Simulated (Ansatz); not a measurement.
# Electron scattering at the Σ5 (210) boundary in bcc Ta, part 2 of 3

Wanted: what the Σ5 (210) boundary in bcc Ta costs an interconnect.

Ansatz 0.2.0; Ansatz plane-wave DFT, r2SCAN, PAW files; relaxation of a bicrystal slab with its lowest layers held; PAW set soft_1 (the session's first sound run).

So far. Step 2 (Relaxing the bicrystal): The largest force component on a free atom ends at 0.018 eV/Å, under the tolerance of 0.03, after 9 steps.

## (3) Transmission across the boundary

Bulk layers of each grain are laid under and over the relaxed boundary, and a lead is named in the middle of each, away from the free faces. The mesh across the current, 10×20, is finer than the density's, because channels open and close sharply across the zone. Energies from -0.1 to 0.1 eV in steps of 0.05 eV are too few for the program's thermal sum, so it prints no conductance; for a metal the transmission near the Fermi level serves, at a fraction of the cost.

This step: Ansatz plane-wave DFT, r2SCAN, PAW files; ballistic transport by layer matching (Landauer), zero bias; boundary relaxed in a short slab, bulk layers laid on; PAW set soft_1 (Ansatz 0.2.0).

System of this step: Σ5 (210) boundary in bcc Ta. The cell holds 57 atoms: 57 Ta. Its edges and angles: a = 7.385 Å, b = 3.303 Å, c = 49.515 Å, α = 90.0°, β = 90.0°, γ = 90.0°. It derives from Ta. Regions: lower grain, 24 atoms (24 Ta); boundary, 14 atoms (14 Ta); upper grain, 19 atoms (19 Ta). Vacuum lies along c.

input.yaml

```yaml
crystal:
  lattice:
    - [7.3847486598, 0.0, 0.0]
    - [0.0, 3.30256, 0.0]
    - [0.0, 0.0, 49.5152664786]
  atoms:
    - { symbol: Ta, position: [-9.2999999999, -15.5, 0.0807831662] }
    - { symbol: Ta, position: [-8.9999999999, -15.0, 0.0956972506] }
    - { symbol: Ta, position: [-8.6999999999, -14.5, 0.1106113351] }
    - { symbol: Ta, position: [-8.3999999999, -14.0, 0.1255254195] }
    - { symbol: Ta, position: [-8.0999999999, -13.5, 0.140439504] }
    - { symbol: Ta, position: [-7.7999999999, -13.0, 0.1553535884] }
    - { symbol: Ta, position: [-7.4999999999, -12.5, 0.1702676729] }
    - { symbol: Ta, position: [-7.1999999999, -12.0, 0.1851817573] }
    - { symbol: Ta, position: [-6.8999999999, -11.5, 0.2000958418] }
    - { symbol: Ta, position: [-6.5999999999, -11.0, 0.2150099263] }
    - { symbol: Ta, position: [-6.2999999999, -10.5, 0.2299240107] }
    - { symbol: Ta, position: [-5.9999999999, -10.0, 0.2448380952] }
    - { symbol: Ta, position: [-5.6999999999, -9.5, 0.2597521796] }
    - { symbol: Ta, position: [-5.3999999999, -9.0, 0.2746662641] }
    - { symbol: Ta, position: [-5.0999999999, -8.5, 0.2895803485] }
    - { symbol: Ta, position: [-4.8, -8.0, 0.304494433] }
    - { symbol: Ta, position: [-4.5, -7.5, 0.3194085174] }
    - { symbol: Ta, position: [-4.2, -7.0, 0.3343226019] }
    - { symbol: Ta, position: [-3.9, -6.5, 0.3492366863] }
    - { symbol: Ta, position: [-3.6, -6.0, 0.3641507708] }
    - { symbol: Ta, position: [-3.3, -5.5, 0.3790648552] }
    - { symbol: Ta, position: [-3.0, -5.0, 0.3939789397] }
    - { symbol: Ta, position: [-2.7, -4.5, 0.4088930241] }
    - { symbol: Ta, position: [-2.4, -4.0, 0.4238071086] }
    - { symbol: Ta, position: [0.9, 0.5, 0.4387211931] }
    - { symbol: Ta, position: [0.201557691, 0.0, 0.4524181062] }
    - { symbol: Ta, position: [0.5059943339, 0.5, 0.4683378821] }
    - { symbol: Ta, position: [0.80345366, 0.0, 0.485694146] }
    - { symbol: Ta, position: [0.1100956063, 0.5, 0.4959550531] }
    - { symbol: Ta, position: [0.4200083479, 0.0, 0.5110472283] }
    - { symbol: Ta, position: [0.7103489936, 0.5, 0.5371549694] }
    - { symbol: Ta, position: [0.0251063933, 0.0, 0.53751638] }
    - { symbol: Ta, position: [0.4149445709, 0.0, 0.5638056082] }
    - { symbol: Ta, position: [0.1050390063, 0.5, 0.5791343438] }
    - { symbol: Ta, position: [0.7975304818, 0.0, 0.5890447893] }
    - { symbol: Ta, position: [0.503317456, 0.5, 0.6064994136] }
    - { symbol: Ta, position: [0.1985382751, 0.0, 0.6224945772] }
    - { symbol: Ta, position: [0.8954312113, 0.5, 0.6358492292] }
    - { symbol: Ta, position: [-2.4045687887, -4.0, 0.6507633137] }
    - { symbol: Ta, position: [-2.7045687887, -4.5, 0.6656773981] }
    - { symbol: Ta, position: [-3.0045687887, -5.0, 0.6805914826] }
    - { symbol: Ta, position: [-3.3045687887, -5.5, 0.695505567] }
    - { symbol: Ta, position: [-3.6045687887, -6.0, 0.7104196515] }
    - { symbol: Ta, position: [-3.9045687887, -6.5, 0.7253337359] }
    - { symbol: Ta, position: [-4.2045687887, -7.0, 0.7402478204] }
    - { symbol: Ta, position: [-4.5045687887, -7.5, 0.7551619048] }
    - { symbol: Ta, position: [-4.8045687887, -8.0, 0.7700759893] }
    - { symbol: Ta, position: [-5.1045687887, -8.5, 0.7849900737] }
    - { symbol: Ta, position: [-5.4045687887, -9.0, 0.7999041582] }
    - { symbol: Ta, position: [-5.7045687887, -9.5, 0.8148182427] }
    - { symbol: Ta, position: [-6.0045687887, -10.0, 0.8297323271] }
    - { symbol: Ta, position: [-6.3045687887, -10.5, 0.8446464116] }
    - { symbol: Ta, position: [-6.6045687887, -11.0, 0.859560496] }
    - { symbol: Ta, position: [-6.9045687886, -11.5, 0.8744745805] }
    - { symbol: Ta, position: [-7.2045687886, -12.0, 0.8893886649] }
    - { symbol: Ta, position: [-7.5045687886, -12.5, 0.9043027494] }
    - { symbol: Ta, position: [-7.8045687886, -13.0, 0.9192168338] }
kpoints:
  mp_grid: { grid: [4, 8, 1] }
hamiltonian:
  xc: r2scan
  pseudopotentials: { kind: paw, azcp: { folder: soft_1 } }
scf:
  occupations: { method: fermi_dirac, width: 0.1 }
output:
  transmission:
    leads: [[13, 14], [46, 47]]
    kmesh: [10, 20]
    e_range: [-0.1, 0.1]
    de: 0.05
  write_potential: true
  write_density: true
  volumetric_format: npy
  elf: true
```

Started as:

```sh
ansatz run input.yaml --threads 4 --pin off --max-ram 15360MiB --backend cpu --events-out ev --progress --plain --runs-dir out
```

Numbers of over 12 decimals in the logs are rounded to 6 here.

The program printed:

```text
[...]
Crystal: 57 atoms, lattice volume = 1207.607 Å³
Basis set: ecut = 500 eV, 30551 PW (Γ), exchange–correlation on 216×100×1500 points (64 copies of the dense FFT grid, shifted against one another)
Bands: 445, of which v1, the nominal top of the filled ones, is band 371 counted from 1 (370 counted from 0)
Symmetry: 2 space group operations
[...]
k-points: 15 of 32 (time reversal used)
[...]
SCF iter   1: F=—  HF=-566879.766473 eV  |F-HF|=—  |Δ(HF+E_count)|=         —  Δρ=5.02e-2  dr2=1.44e3  dr2_τ=2.62e0  ethr=3.10e-3  ⟨swp⟩=8.5  Hψ=28182  notcnv=0  defer=178
[...]
SCF iter  13: F=-566864.660385 eV  HF=-566864.660385 eV  |F-HF|=4.07e-9  |Δ(HF+E_count)|=   5.47e-8  Δρ=6.60e-7  dr2=1.35e-8  dr2_τ=5.63e-10  ethr=1.35e-11  ⟨swp⟩=3.7  Hψ=15375  notcnv=0
SCF 1 converged in 13 iterations: F = -566864.660385 eV  dr2 = 1.35e-8
[...]
transmission: 284 of 2838 steps passed
transmission: 569 of 2838 steps passed
[...]
transmission: 2838 of 2838 steps passed
WARN: The input density's exchange-correlation potential varies sharply where the density is thin. Do not read a vacuum level from v_tot or v_xc, or from such a field of the output density. On a cell that repeats whose density bears no net charge and no dipole along the vacuum's axis use v_es (v_loc + v_h of the components); under efield.dipole_correction with no amplitude use v_es + v_field, which holds any external [...]
SCF converged after 13 iterations
Free energy (F): -566864.660385 eV
[...]
Internal energy: -566862.409918 eV  (E = F + TS)
E sigma→0 (E₀):  -566863.535152 eV
Entropy (-TS):   -2.250467 eV (-39.482 meV/atom)
Fermi energy:    15.131920 eV
[...]
--- Band table (eV; the first three rows and the last of 15) ---
  k-point 0: bands = [... 367 lower, 15.4348, 15.5221, 15.5450, 15.6107, 15.6112, 15.6222, 15.6403, 15.6618, ... 70 higher]
  k-point 1: bands = [... 367 lower, 15.1457, 15.1734, 15.1978, 15.2370, 15.2694, 15.2987, 15.3369, 15.3683, ... 70 higher]
  k-point 2: bands = [... 367 lower, 14.6278, 14.6382, 14.6429, 14.6876, 14.7072, 14.7166, 14.7346, 14.7497, ... 70 higher]
  k-point 14: bands = [... 367 lower, 14.8562, 14.8677, 14.8755, 14.8851, 14.8975, 14.9015, 14.9081, 14.9087, ... 70 higher]
--- Transmission ---
  basis      : 255 plane waves across, 43 finite elements along
  points     : 66, standing for a mesh of 10 x 20
  energies   : 5 from -0.100000 to 0.100000 eV about the Fermi level, 0.050000 eV apart; the leads are filled to 0.000000 eV, and channels, transmission and decay are at 0.000000 eV
  crystal 0  : Ta3, at the sites [13, 14], period 2.2154 Å, over 18.46 Å; its Hamiltonian steps by up to 12.5 meV
    offset         : up to 0.0000 Å between an atom of the period and one for which it stands
    channels       : 5.345000e0 a spin
    conductance    : none, the energies end too early or step too widely for 300 K: set another output.transmission.e_range or a lower de, or, where they end at an eighth of basis.ecutwfc, a higher one
[...]
channels       : 5.305000e0 a spin
[...]
junction   : crystal 0 to crystal 1, 12.90 to 36.61 Å
    transmission   : 2.481570e0 a spin
[...]
```

Elapsed: 30 min, on 4 threads of Arm Neoverse V2, shared host; peak memory 11 GiB.

Numbers from this step:

- free energy: -566864.6604 eV
- energy at zero smearing: -566863.5352 eV
- Fermi energy: 15.13 eV
- cell area: 24.39 Å²
- transmission per spin nearest the Fermi level: 2.482
- open channels per spin nearest the Fermi level: 5.345
- open channels per spin, upper lead: 5.305
- step of the lead's potential: 12.5 meV
- step of the upper lead's potential: 13.7 meV

Per spin. The transmission, zone mean by energy, zero at the Fermi level:

```
energy (eV)  transmission, zone mean
    -0.1000                     2.54
    -0.0500                     2.51
     0.0000                     2.48
     0.0500                     2.45
     0.1000                     2.39
```

Per spin. Table of open channels, zone mean by energy, zero at the Fermi level:

```
energy (eV)  lead  upper lead
    -0.1000  5.75        5.78
    -0.0500  5.58        5.54
     0.0000  5.34        5.30
     0.0500  5.24        5.24
     0.1000  5.07        5.07
```

Transmission over k1 and k2. At 0.0000 eV from the Fermi level.

Ten even steps from '0' (0.38) to '9' (4.70):
```
3445454544
2344545443
0134555431
0011111110
3311111113
5552323255
5576565675
8777666777
6899767998
5999666999
6899767998
8777666777
5576565675
5552323255
3311111113
0011111110
0134555431
2344545443
3445454544
3445464544
```
Columns: k1 (b1) from -0.5 to 0.4; rows upwards: k2 (b2) from -0.5 to 0.45.

Open channels over k1 and k2. At 0.0000 eV from the Fermi level.

Ten even steps from '_' (2.00) to '@' (8.00):
```
__********@@********
----****%%%%%%****--
--..++%%++++++%%++..
______..........____
--++--..........--++
******----..----****
**%%%%%%++++++%%%%%%
@@%%%%%%**++**%%%%%%
**%%%%%%%%++%%%%%%%%
**%%%%%%%%++%%%%%%%%
**%%%%%%%%++%%%%%%%%
@@%%%%%%**++**%%%%%%
**%%%%%%++++++%%%%%%
******----..----****
--++--..........--++
______..........____
--..++%%++++++%%++..
----****%%%%%%****--
__********@@********
__********@@********
```
Columns: k1 (b1) from -0.5 to 0.4; rows upwards: k2 (b2) from -0.5 to 0.45.

Electrostatic potential energy in the ca plane at fractional y = 0.000, with atoms of Ta within 0.2 Å of it. With pseudopotentials it is smooth inside the atoms' cores, unlike the true potential.

Values in eV, 11 rows by 16 columns, each cell a mean:
```
-35   4  13   5  15  17  11 -31 -10  15   5  11  17  18  19  19
  4  15  -3 -34   7  17  16   6  11   9 -33  -7  17  19  19  19
 17  17  -6 -39   5  14  10  16  17   7 -38 -10  17  19  19  19
 15  17  11  -2  14  -3 -26  11  17  15  -1   9  19  19  19  19
 15  14  15  16  16 -13 -40   7  15  13  16  17  19  19  19  19
 14 -12  -6  16  17   6  -9  13  -2 -16  13  17  19  19  19  19
 13 -34 -25  15  15  15  15  16 -18 -39   9  16  16  18  19  19
 15 -13  -6  14  -6   2  17  17  -2 -16  13   1  -7  14  19  19
 16  14  15  11 -36 -20  16  16  15  13  16 -22 -36   9  18  19
 -2  13  17  13 -22  -9  15  -1   8  17  16 -10 -23  11  18  19
-40   2  17  16  11  13  10 -36 -13  16  17  12   9  16  18  19
```
Columns run along c (16.0 Å, from fractional 0.68 to 1.00 of the cell; values clipped at the 3rd and 97th percentile), rows up along a (7.4 Å). Atoms in or near the plane, at fractional coordinates: Ta at (0.68, 0.00), Ta at (0.71, 0.40), Ta at (0.74, 0.80), Ta at (0.77, 0.20), Ta at (0.80, 0.60), Ta at (0.83, 0.00), Ta at (0.86, 0.40), Ta at (0.89, 0.80), Ta at (0.92, 0.20).

Valence density in the ca plane at fractional y = 0.000, with atoms of Ta within 0.2 Å of it. It is the smooth field of the valence electrons, not physical close to the nuclei.

Ten even steps from '0' (0.0 e/Å³) to '9' (4.5 e/Å³), each cell a mean:
```
99820000000000000015998300000000000000000000
56410001221000000002564100012210000000000000
11100003786100000000111000037862000000000000
00000016989300000000000000159893000000000000
00000015998200000000000000149993000000000000
00000002564100012210000000025641000000000000
00000000111000037961000000001110000000000000
00000000000000159893000000000000000000000000
00000000000000159982000000000000000000000000
00012210000000025641000122100000000000000000
00037851000000001110000278620000000000000000
00169893000000000000001598930000000000000000
00159982000000000000001499830000000000000000
00025641000122100000000256410001221000000000
00001110000389620000000011100002796200000000
00000000001598930000000000000015989400000000
00000000001599820000000000000014998300000000
22100000000256410001221000000002574100000000
88510000000011100003786200000000111000000000
98930000000000000015989300000000000000000000
```
Columns run along c (16.0 Å, from fractional 0.68 to 1.00 of the cell), rows up along a (7.4 Å). Atoms in or near the plane, at fractional coordinates: Ta at (0.68, 0.00), Ta at (0.71, 0.40), Ta at (0.74, 0.80), Ta at (0.77, 0.20), Ta at (0.80, 0.60), Ta at (0.83, 0.00), Ta at (0.86, 0.40), Ta at (0.89, 0.80), Ta at (0.92, 0.20).

ELF in the ca plane at fractional y = 0.000, with atoms of Ta within 0.2 Å of it. It is the smooth field of the valence electrons, not physical close to the nuclei.

Ten even steps from '0' (0.00) to '9' (0.72), each cell a mean:
```
75952664323477777539759625643334443221000000
89733533564257666635898325335642233211000000
34335426999536667752343355269896111110000000
44567439638736776664445675386288211110000000
67777539759626653334677776488497112211000000
57667635898335335632576677458984234431000000
46667742343354269994366678632333577642100000
36776664445674386287367766654457888753100000
26643334677775387596266533246777788764210000
35335632576676358983353356425776678864210000
54269994466677523433552699953676788864210000
74396296367766644456743862873677787643100000
74497495266533346777753884962576543221100000
66359983353356325766763489832543675211000000
77423433542699953666775224335536999610000000
66544456743962873677666544567638728820000000
33346777753975962665333467767638759820000000
66325766663589833533564257666744899510000000
99944666774234335526999536667863454210000000
52973677666444567539628736766776322111000000
```
Columns run along c (16.0 Å, from fractional 0.68 to 1.00 of the cell), rows up along a (7.4 Å). Atoms in or near the plane, at fractional coordinates: Ta at (0.68, 0.00), Ta at (0.71, 0.40), Ta at (0.74, 0.80), Ta at (0.77, 0.20), Ta at (0.80, 0.60), Ta at (0.83, 0.00), Ta at (0.86, 0.40), Ta at (0.89, 0.80), Ta at (0.92, 0.20).

Over the solved energies the transmission per spin lies between 2.39 and 2.54, out of 5.40 channels of the lead on average (up to 5.75).

## (4) Specific resistance

This step: Ansatz plane-wave DFT, r2SCAN, PAW files; ballistic transport by layer matching (Landauer), zero bias; specific resistance of the boundary; PAW set soft_1 (Ansatz 0.2.0).

Numbers from this step:

```
area resistance                      : 0.6879 fΩ m²
T over the leads' mean channel count : 0.4592
```

Averaged over the energies near the Fermi level, 45.9 % of the channels pass, which makes 0.688 fΩ m².

By hand, with T and the leads' channels N averaged over the energies near the Fermi level: RA = A (h/2e²)(1/T − ½[1/N₁ + 1/N₂]) = 24.39×10⁻²⁰ m² × 12 906 Ω × (1/2.475 − ½[1/5.395 + 1/5.383]) = 0.688 fΩ m².

(Continued in part 3 of 3.)

[Logs are printed without paths, hosts, clocks, repeated set-up lines and the standing remarks that a program may print on its own settings, such as how far it seeks lower states.]

[Hosts, paths, dates, database ids (printed as entryN), source tags and the programs' standing remarks are cut or masked in the printed files.]
